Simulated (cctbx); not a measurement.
## Symmetry from intensities

Cell: a = 6.7770 Å, b = 6.7770 Å, c = 4.8910 Å, α = 90.00°, β = 90.00°, γ = 90.00°. Expected content of the cell: Ru2 Mo4 Al8.

The data are simulated with cctbx, not measured: Mo Kα, λ = 0.71073 Å, to d = 0.77 Å, 50 % of the full sphere, strongest reflection 5000 counts, noise from counting, a 1.5 % proportional error and a noise floor of 4 counts (s.d.); no absorption.

A first pass over the reflections prints:

```text
1043 reflections to d = 0.772 A
centring   violations  <I/sigma> of those
    A        274 of   512      7.6
    B        277 of   526      7.5
    C        269 of   542      5.1
    I        109 of   515      2.1
    R        373 of   683      7.6
    F        410 of   790      6.7
Laue class    unique    Rint  (classes that these axes allow; Friedel mates merged)
P -1              774   0.040
P 1 2/m 1         503   0.040
P 1 1 2/m         524   0.042
P 2/m 1 1         510   0.040
P m m m           321   0.043
P 4/m             288   0.044
P 4/m m m         183   0.046
space group    extra absences  I>4sigma  <I/sigma>
P 4 2 2                 0          0         -  acentric
P 4 21 2                7          0       0.2  acentric
P 4 m m                 0          0         -  acentric
P -4 2 m                0          0         -  acentric
P -4 21 m               7          0       0.2  acentric
P -4 m 2                0          0         -  acentric
P 4/m m m               0          0         -  centric
P 4/n m m :1           58          0       0.2  centric
P 4/n m m :2           58          0       0.2  centric
Wilson B = 1.75 A^2   <|E^2-1|> = 0.949 (0.968 centric, 0.736 acentric)   E^2>4: 3.0 %
shell (A)         n   <I/sigma>
 6.78 - 1.54     32     21.3
 1.54 - 1.22     19     20.2
 1.22 - 1.07     25     22.8
 1.07 - 0.97     18     19.8
 0.97 - 0.90     25     10.1
 0.90 - 0.85     18     16.9
 0.85 - 0.81     24     13.0
 0.81 - 0.77     22     11.1
```

**Question.** What are the lattice type, the Laue class and the likely space group?

Every centring test has many violations, so the lattice is primitive.

Rint stays low (0.040 to 0.046) up to P 4/m m m, the highest class in these axes.

9 settings pass the absence test. The most absences obeyed, 58, belong to P 4/n m m alone.

⟨|E²−1|⟩ = 0.949 leans to a centrosymmetric structure. The Wilson B of 1.75 Å² means U ≈ 0.0222 Å².

The true group is P4/nmm (no. 129, origin choice 1), Laue class 4/mmm, centrosymmetric. The tables fix it.

This is a model crystal, built by substitution and not relaxed, with assumed displacement parameters.

[Logs are printed without paths, hosts, clocks, repeated set-up lines and the standing remarks that a program may print on its own settings, such as how far it seeks lower states.]
